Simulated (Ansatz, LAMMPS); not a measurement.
# Glassy 72SiO2-17Al2O3-6BaO-6ZnO (mol %) (116 atoms): geometry optimisation, part 3 of 3

How does glassy 72SiO2-17Al2O3-6BaO-6ZnO (mol %) (116 atoms) relax, and what do bonds, charges and levels look like afterwards?

Ansatz 0.2.0; Kohn-Sham DFT, RPBE, PAW (set soft_2), plane waves.

The cell: 26 Si, 12 Al, 2 Ba, 2 Zn and 74 O. The quench rate of 50 K/ps far exceeds what a furnace or splat quench reaches. The network of bonds at the start is that of the classical potential that made the cell. The Brillouin zone is sampled at Γ only, in a cell whose shortest periodic width is 12 Å. The levels lack spin–orbit coupling.

So far, density (g/cm³): step 5 (structure statistics after relaxation) 2.85.

## (6) Single point at the relaxed geometry

The electronic structure is read at the final geometry, in a run of its own.

input.yaml reads:

```yaml
crystal:
  lattice:
    - [11.5551, 0.0, 0.0]
    - [0.0, 11.5551, 0.0]
    - [0.0, 0.0, 11.5551]
  atoms:
    - { symbol: Si, position: [0.18047, 0.8709, 0.87907] }
    - { symbol: Si, position: [0.18107, 0.05597, 0.07025] }
    - { symbol: Si, position: [0.20618, 0.113, 0.31253] }
    - { symbol: Si, position: [0.24628, 0.52101, 0.55617] }
    - { symbol: Si, position: [0.03913, 0.70899, 0.53226] }
    - { symbol: Si, position: [0.45927, 0.08733, 0.11083] }
    - { symbol: Si, position: [0.9322, 0.57684, 0.72375] }
    - { symbol: Si, position: [0.43254, 0.46129, 0.3673] }
    - { symbol: Si, position: [0.42412, 0.66383, 0.13355] }
    - { symbol: Si, position: [0.46198, 0.62919, 0.66587] }
    - { symbol: Si, position: [0.75052, 0.61932, 0.92873] }
    - { symbol: Si, position: [0.35239, 0.41871, 0.91859] }
    - { symbol: Si, position: [0.34712, 0.00315, 0.73224] }
    - { symbol: Si, position: [0.11172, 0.94557, 0.64135] }
    - { symbol: Si, position: [0.47844, 0.23141, 0.51182] }
    - { symbol: Si, position: [0.69164, 0.17916, 0.66109] }
    - { symbol: Si, position: [0.14028, 0.59994, 0.8992] }
    - { symbol: Si, position: [0.62555, 0.24379, 0.21269] }
    - { symbol: Si, position: [0.58176, 0.47534, 0.0537] }
    - { symbol: Si, position: [0.96072, 0.64842, 0.2759] }
    - { symbol: Si, position: [0.92435, 0.32105, 0.69059] }
    - { symbol: Si, position: [0.86089, 0.80137, 0.08378] }
    - { symbol: Si, position: [0.16205, 0.54495, 0.13401] }
    - { symbol: Si, position: [0.86911, 0.97631, 0.887] }
    - { symbol: Si, position: [0.51486, 0.76199, 0.89771] }
    - { symbol: Si, position: [0.00744, 0.14392, 0.49778] }
    - { symbol: Al, position: [0.30841, 0.33105, 0.16583] }
    - { symbol: Al, position: [0.52285, 0.8661, 0.56912] }
    - { symbol: Al, position: [0.51662, 0.71943, 0.3846] }
    - { symbol: Al, position: [0.26834, 0.28238, 0.68303] }
    - { symbol: Al, position: [0.45724, 0.00718, 0.35243] }
    - { symbol: Al, position: [0.61474, 0.02238, 0.88464] }
    - { symbol: Al, position: [0.45169, 0.22104, 0.88577] }
    - { symbol: Al, position: [0.6857, 0.99196, 0.1891] }
    - { symbol: Al, position: [0.06908, 0.18789, 0.86211] }
    - { symbol: Al, position: [0.76188, 0.13049, 0.40355] }
    - { symbol: Al, position: [0.73931, 0.86096, 0.42596] }
    - { symbol: Al, position: [0.80692, 0.94532, 0.61565] }
    - { symbol: Ba, position: [0.19785, 0.81462, 0.28689] }
    - { symbol: Ba, position: [0.79491, 0.26026, 0.96155] }
    - { symbol: Zn, position: [0.57102, 0.3978, 0.74829] }
    - { symbol: Zn, position: [0.70434, 0.57738, 0.32715] }
    - { symbol: O, position: [0.4854, 0.20379, 0.19256] }
    - { symbol: O, position: [0.3725, 0.34742, 0.79658] }
    - { symbol: O, position: [0.58649, 0.29457, 0.87107] }
    - { symbol: O, position: [0.40171, 0.43115, 0.23386] }
    - { symbol: O, position: [0.75101, 0.86814, 0.13872] }
    - { symbol: O, position: [0.91981, 0.87613, 0.97832] }
    - { symbol: O, position: [0.36097, 0.21836, 0.58168] }
    - { symbol: O, position: [0.75605, 0.09937, 0.56107] }
    - { symbol: O, position: [0.93949, 0.682, 0.62916] }
    - { symbol: O, position: [0.91165, 0.14333, 0.39609] }
    - { symbol: O, position: [0.67195, 0.87868, 0.57023] }
    - { symbol: O, position: [0.82692, 0.67401, 0.03182] }
    - { symbol: O, position: [0.30542, 0.01294, 0.3394] }
    - { symbol: O, position: [0.52114, 0.98747, 0.19642] }
    - { symbol: O, position: [0.62811, 0.36553, 0.13504] }
    - { symbol: O, position: [0.9901, 0.71245, 0.39962] }
    - { symbol: O, position: [0.54301, 0.89571, 0.8906] }
    - { symbol: O, position: [0.70259, 0.49316, 0.97801] }
    - { symbol: O, position: [0.6872, 0.25171, 0.3385] }
    - { symbol: O, position: [0.70192, 0.14121, 0.14757] }
    - { symbol: O, position: [0.25945, 0.22925, 0.26332] }
    - { symbol: O, position: [0.11093, 0.83051, 0.55466] }
    - { symbol: O, position: [0.30572, 0.91535, 0.83727] }
    - { symbol: O, position: [0.08601, 0.90444, 0.77656] }
    - { symbol: O, position: [0.24916, 0.50876, 0.89905] }
    - { symbol: O, position: [0.01139, 0.0368, 0.59673] }
    - { symbol: O, position: [0.75075, 0.02573, 0.95143] }
    - { symbol: O, position: [0.48687, 0.87548, 0.41836] }
    - { symbol: O, position: [0.15567, 0.92909, 0.0081] }
    - { symbol: O, position: [0.90931, 0.4571, 0.65347] }
    - { symbol: O, position: [0.45344, 0.71188, 0.78104] }
    - { symbol: O, position: [0.05404, 0.57, 0.79402] }
    - { symbol: O, position: [0.54886, 0.58664, 0.13613] }
    - { symbol: O, position: [0.13093, 0.04342, 0.20618] }
    - { symbol: O, position: [0.83688, 0.92301, 0.76097] }
    - { symbol: O, position: [0.2847, 0.62203, 0.12884] }
    [... 32 atom lines left out ...]
    - { symbol: O, position: [0.52119, 0.10877, 0.98494] }
    - { symbol: O, position: [0.171, 0.19785, 0.7567] }
    - { symbol: O, position: [0.95135, 0.08968, 0.87857] }
    - { symbol: O, position: [0.47837, 0.34636, 0.43121] }
    - { symbol: O, position: [0.43673, 0.7412, 0.0157] }
    - { symbol: O, position: [0.24035, 0.0007, 0.63551] }
kpoints:
  mp_grid: { grid: [1, 1, 1] }
hamiltonian:
  xc: rpbe
scf:
  occupations: { method: fixed }
output:
  forces: true
  stress: true
  populations: true
  dos:
    method: { smearing: { sigma: 0.08 } }
    de: 0.1
    projected: { site_lists: { Al: [Al], Ba: [Ba], O: [O], Si: [Si], Zn: [Zn] } }
  eigenvalues: true
  write_density: true
  write_potential: true
  volumetric_format: npy
  elf: true
```

Command:

```sh
$ ansatz run input.yaml --threads 4 --pin off --max-ram 8192MiB --backend cpu --events-out ev --progress --plain --runs-dir out
```

Numbers of over 12 decimals in the logs are rounded to 6 here.

What it wrote:

```text
[...]
Crystal: 116 atoms, lattice volume = 1542.841 Å³
Basis set: ecut = 420 eV, 30095 PW (Γ), exchange–correlation on 160×160×160 points (8 copies of the dense FFT grid, shifted against one another)
Bands: 430, of which v1, the nominal top of the filled ones, is band 314 counted from 1 (313 counted from 0)
Symmetry: 1 space group operations
[...]
k-points: 1
[...]
SCF iter   1: F=—  HF=-83911.083079 eV  |F-HF|=—  |Δ(HF+E_count)|=         —  Δρ=4.08e-3  dr2=3.18e-1  ethr=1.77e-3  ⟨swp⟩=4.0  Hψ=1681  notcnv=0  defer=114
[...]
SCF iter  10: F=-83911.047488 eV  HF=-83911.047488 eV  |F-HF|=3.57e-8  |Δ(HF+E_count)|=   1.25e-7  Δρ=1.33e-6  dr2=2.71e-8  ethr=1.59e-11  ⟨swp⟩=24.0  Hψ=4665  notcnv=0
SCF 1 converged in 10 iterations: F = -83911.047488 eV  dr2 = 2.71e-8
[...]
WARN: The input density's exchange-correlation potential varies sharply where the density is thin. Do not read a vacuum level from v_tot or v_xc, or from such a field of the output density. On a cell that repeats whose density bears no net charge and no dipole along the vacuum's axis use v_es (v_loc + v_h of the components); [...]
SCF converged after 10 iterations
Free energy (F): -83911.047488 eV
[...]
Internal energy: -83911.047488 eV  (E = F + TS)
E sigma→0 (E₀):  -83911.047488 eV
Fermi energy:    4.169887 eV
[...]
--- Forces (eV/Å), atoms counted from 1 ---
  atom   1  Si     0.00875889     0.00404246    -0.02007840
  atom   2  Si    -0.00299521     0.00358152    -0.01020949
  atom   3  Si     0.00156832    -0.02632002     0.01429711
  atom   4  Si    -0.01113642     0.01213422    -0.01204672
  atom   5  Si     0.00213335     0.00741582     0.00695420
  atom   6  Si    -0.00018551    -0.00230262     0.01400777
  atom   7  Si    -0.01342350     0.00894601    -0.00033283
  atom   8  Si    -0.00870966    -0.00792549    -0.00685652
  atom   9  Si    -0.00301992     0.01824149     0.02764956
  atom  10  Si    -0.02598523     0.02901457    -0.01580697
  atom  11  Si    -0.00115521    -0.00133685     0.01114349
  atom  12  Si    -0.00774484    -0.00272716     0.01257414
  atom  13  Si     0.00338431    -0.02201829    -0.00648806
  atom  14  Si    -0.01909572    -0.00202162     0.01382101
[...]
atom 115  O     -0.01693928     0.00614333     0.01383238
  atom 116  O      0.00516912     0.01215808     0.00436051
  max |Σ_I F_I| component: 8.79e-5 eV/Å
--- Stress (GPa, compression-positive) ---
        3.371970       0.273862      -0.395201
        0.273864       5.029222       0.498528
       -0.395200       0.498528       2.202404
  P = ⅓ Tr σ = 3.5345 GPa (35.345 kbar)
--- Band table (eV) ---
[...]
--- Löwdin populations: 116 sites ---
  site symbol       q [e]
     0     Si      2.2209
     1     Si      2.2651
     2     Si      2.2544
[...]
115      O      6.7678
  spilling = 0.011953 (of n_electrons = 628.000000)
```

It took 41 s on 4 threads of Arm Neoverse V1, shared host; peak memory 2.2 GiB.

The program notes that the exchange-correlation potential is rough where the density is thin.

Numbers from this run:

- free energy: -83911.0475 eV
- free energy per atom: -723.3711 eV/atom
- SCF cycles: 10
- pressure: 3.535 GPa
- r.m.s. force component: 0.00966 eV/Å
- longest force: 0.04771 eV/Å
- Fermi energy: 4.17 eV
- gap (highest filled to lowest empty level): 3.492 eV
- spilling of the projection: 0.01195

Löwdin charges by element and coordination (they lack the spilled electrons, 0.065 e an atom on average):

```csv
element,coordination,atoms,mean charge (e),spread,least,most
Al,all,12,1.37,0.0368,1.29,1.42
Al,4,10,1.38,0.0262,1.32,1.42
Al,5,2,1.31,0.0139,1.29,1.32
Ba,all,2,1.91,9.0e-4,1.91,1.91
O,all,74,-0.829,0.0525,-1.05,-0.755
O,2,47,-0.815,0.0434,-0.957,-0.755
O,3,27,-0.853,0.058,-1.05,-0.783
Si,all,26,1.75,0.029,1.71,1.81
Zn,all,2,1.49,0.0233,1.47,1.52
Zn,2,1,1.47,0,1.47,1.47
Zn,3,1,1.52,0,1.52,1.52
```

States in the cell by windows of 1 eV, zero at the Fermi level; the larger projections on atomic orbitals stand beside the total:

```csv
from (eV),to (eV),total,O p,Si p,Zn d
-14,-13,0.0,0.0,0.0,0.0
-13,-12,3.1,0.1,0.0,0.0
-12,-11,8.7,0.3,0.0,0.0
-11,-10,2.9,1.8,0.1,0.0
-10,-9,12.4,8.2,0.6,0.0
-9,-8,16.0,10.9,1.1,0.1
-8,-7,21.0,14.9,2.1,0.3
-7,-6,43.7,31.5,6.0,2.5
-6,-5,54.9,33.3,4.7,12.5
-5,-4,55.0,43.4,3.7,2.3
-4,-3,74.6,65.9,2.5,0.9
-3,-2,86.0,79.9,1.7,0.5
-2,-1,77.4,73.1,0.9,0.6
-1,0,19.7,18.7,0.1,0.1
0,1,0.7,0.7,0.0,0.0
1,3,0.0,0.0,0.0,0.0
3,4,2.0,0.1,0.1,0.0
4,5,3.7,0.4,0.3,0.0
```

The curve was stored every 0.100 eV, coarse against its broadening of 0.08 eV, so these counts are rough.

With fixed occupations the program's Fermi level is the highest filled level; weight inside the gap is the broadening of levels at its edges.

Between -26 and -14 eV lie 150 more states.

The levels nearest the highest filled one (over half full), pooled over k-points and spins:

| level less the highest filled one (eV) | occupation |
| --- | --- |
| -0.619 | 2 |
| -0.608 | 2 |
| -0.535 | 2 |
| -0.394 | 2 |
| -0.170 | 2 |
| 0 | 2 |
| 3.49 | 0 |
| 4.34 | 0 |
| 4.97 | 0 |
| 5.12 | 0 |
| 5.28 | 0 |
| 5.30 | 0 |

Electrostatic potential energy in the bc plane at fractional x = 0.471, with atoms of Si and Al and O within 0.2 Å of it. With pseudopotentials it is smooth inside the atoms' cores, unlike the true potential.

Ten even steps from '0' (-41 eV) to '9' (10 eV), each cell a mean:
```
998557777899995002899997457899999
999886565689997214999986324789999
999986676578999889999986102689999
999986666689999999999986446899999
999998777899999999999841168999999
999999999999888999988730169999999
999999999999989999853245799999877
799999999999999998610016899998301
799999999999999999720026898877312
999998877889999999875553477656678
999997311479999999998830057655689
999985000168999999999963378767789
998656311342489889999988888855799
677436777620046568899865568510377
666779999963452015788755557632466
765799999999862026789865568988766
556899999999986568999987689999865
778899889999998899999986469999987
688885226999999999998887689999986
565463004999999999986446899999985
620015568999999999875103789999998
620005899999999999886335799999998
863257899999998889998876469999999
987568899999998546999984127999999
```
Columns run along b (11.6 Å; values clipped at the 3rd and 97th percentile), rows up along c (11.6 Å). Atoms in or near the plane, at fractional coordinates: Si at (0.09, 0.11), Si at (0.63, 0.67), Si at (0.23, 0.51), Al at (0.01, 0.35), O at (0.20, 0.19), O at (0.88, 0.42), O at (0.95, 0.66), O at (0.71, 0.55), O at (0.49, 0.96), O at (0.35, 0.43).

Valence density in the bc plane at fractional x = 0.471, with atoms of Si and Al and O within 0.2 Å of it. It is the smooth field of the valence electrons, not physical close to the nuclei.

Values in e/Å³, 13 rows by 16 columns, each cell a mean:
```
0.2 1.0 0.9 0.2 0.1 0.1 0.4 4.1 3.1 0.2 0.1 0.9 0.9 0.3 0.2 0.1
0.1 0.2 0.2 0.1 0.2 0.2 0.2 0.5 0.3 0.1 0.2 0.5 0.3 0.3 0.5 0.2
0.1 0.3 0.3 0.1 0.1 0.2 0.2 0.1 0.0 0.1 1.0 4.2 1.2 0.1 0.1 0.1
0.3 0.1 0.1 0.0 0.0 0.1 0.1 0.1 0.2 0.3 0.7 1.7 0.5 0.1 0.6 1.6
0.7 0.0 0.0 0.1 0.1 0.0 0.0 0.1 0.3 0.3 0.3 0.5 0.2 0.2 1.6 4.2
0.1 0.1 0.1 0.3 0.2 0.1 0.0 0.0 0.1 0.1 1.0 4.3 1.4 0.2 0.3 0.4
0.1 0.7 0.9 0.3 0.5 1.7 0.7 0.1 0.1 0.1 0.4 1.5 0.6 0.6 0.9 0.2
0.2 1.5 1.4 0.3 0.8 4.6 2.1 0.3 0.5 0.4 0.2 0.1 0.3 2.7 3.9 0.5
0.1 0.2 0.2 0.1 0.1 0.4 0.4 0.3 0.6 0.4 0.2 0.4 0.3 0.4 0.6 0.2
0.5 0.1 0.4 1.1 0.2 0.1 0.4 0.5 0.1 0.1 0.3 1.5 1.0 0.1 0.1 0.5
1.2 0.4 1.7 4.7 0.9 0.1 0.2 0.3 0.2 0.4 0.4 0.5 0.3 0.0 0.1 1.1
0.4 0.2 0.5 0.5 0.1 0.0 0.1 0.1 0.2 0.5 0.4 0.4 0.3 0.0 0.0 0.2
0.2 1.0 0.7 0.1 0.1 0.1 0.2 1.1 0.8 0.2 0.3 2.1 2.0 0.2 0.0 0.0
```
Columns run along b (11.6 Å), rows up along c (11.6 Å). Atoms in or near the plane, at fractional coordinates: Si at (0.09, 0.11), Si at (0.63, 0.67), Si at (0.23, 0.51), Al at (0.01, 0.35), O at (0.20, 0.19), O at (0.88, 0.42), O at (0.95, 0.66), O at (0.71, 0.55), O at (0.49, 0.96), O at (0.35, 0.43).

Mean Löwdin charges: Al +1.37, Ba +1.91, O -0.83, Si +1.75, Zn +1.49 e (they miss 1.2 % of the electrons, so they add up to more than the cell's charge).

A closer look about Al29, which has 5 bonded neighbours where the commonest count for Al is 4: 8 atoms, nearest first, numbered in the order of the input, with positions taken from that point.

```csv
atom,x,y,z,distance (Å),bonds,Löwdin charge (e)
Al29,0.00,0.00,0.00,0.00,5,1.32
O82,1.78,0.25,-0.25,1.81,3,-0.97
O95,-1.09,0.15,-1.47,1.83,3,-0.88
O70,-0.34,1.80,0.39,1.88,3,-0.89
O83,0.26,-1.86,-0.11,1.88,3,-0.88
O93,-0.33,-0.06,1.93,1.96,3,-0.82
Al28,0.07,1.69,2.13,2.72,4,1.42
Zn42,2.17,-1.64,-0.66,2.80,3,1.52
```

The column of bonds counts only the pairs O-Si within 2.08 Å, O-Al within 2.33 Å, O-Ba within 3.38 Å, O-Zn within 2.20 Å; other neighbours, such as metal atoms beside each other in a compound, aren't counted, and periodic images can show an atom twice.

## (7) What came out

| Item | Value |
| --- | --- |
| energy change in the relaxation | -95.1 meV/atom |
| r.m.s. displacement | 0.213 Å |
| largest displacement | 0.542 Å |
| free energy per atom | -723.3711 eV/atom |
| pressure | 3.535 GPa |
| r.m.s. force component | 0.00966 eV/Å |
| gap (highest filled to lowest empty level) | 3.492 eV |
| wall time of the 3 DFT runs | 5.3 min |

**Reading.** Relaxation lowers the energy by 95.1 meV/atom and moves atoms by 0.21 Å r.m.s.; the r.m.s. force component goes from 1.4 to 0.0097 eV/Å, the pressure goes from 9.3 to 3.5 GPa, and the gap from 2.90 to 3.49 eV. By the final cutoffs 2 of 177 bonded pairs parted and 0 joined. First to last step the energy falls by 11.031 eV; the largest move, 0.54 Å, is that of O97, with 1 other atom within 2 % of it. The O-Zn bonds go from 2.031 Å (spread 0.081) to 1.901 Å (spread 0.071), and their number from 7 to 5. Counting bonds as in the table, 83 % of Al atoms have 4, all Ba atoms have 8, 64 % of O atoms have 2 and all Si atoms have 4 bonded neighbours. Counting bonds to Si and Al alone, not to Zn, 84 % of the oxygens join two of these atoms and 4 % one; 12 % join three. The highest filled and lowest empty levels differ by 3.49 eV (at Γ alone); a semilocal functional tends to put such gaps too low. In a disordered cell it changes from sample to sample, and tail or defect levels can set it.

What to keep in mind: The network of bonds at the start is that of the classical potential that made the cell; in DFT 2 of its 177 bonded pairs passed out of the cutoffs and 0 came within them. The pressure of 3.5 GPa says that the cell would expand at this level of theory.

[Logs are printed without paths, hosts, clocks, repeated set-up lines and the standing remarks that a program may print on its own settings, such as how far it seeks lower states.]

[Hosts, paths, dates, database ids (printed as entryN), source tags and the programs' standing remarks are cut or masked in the printed files.]
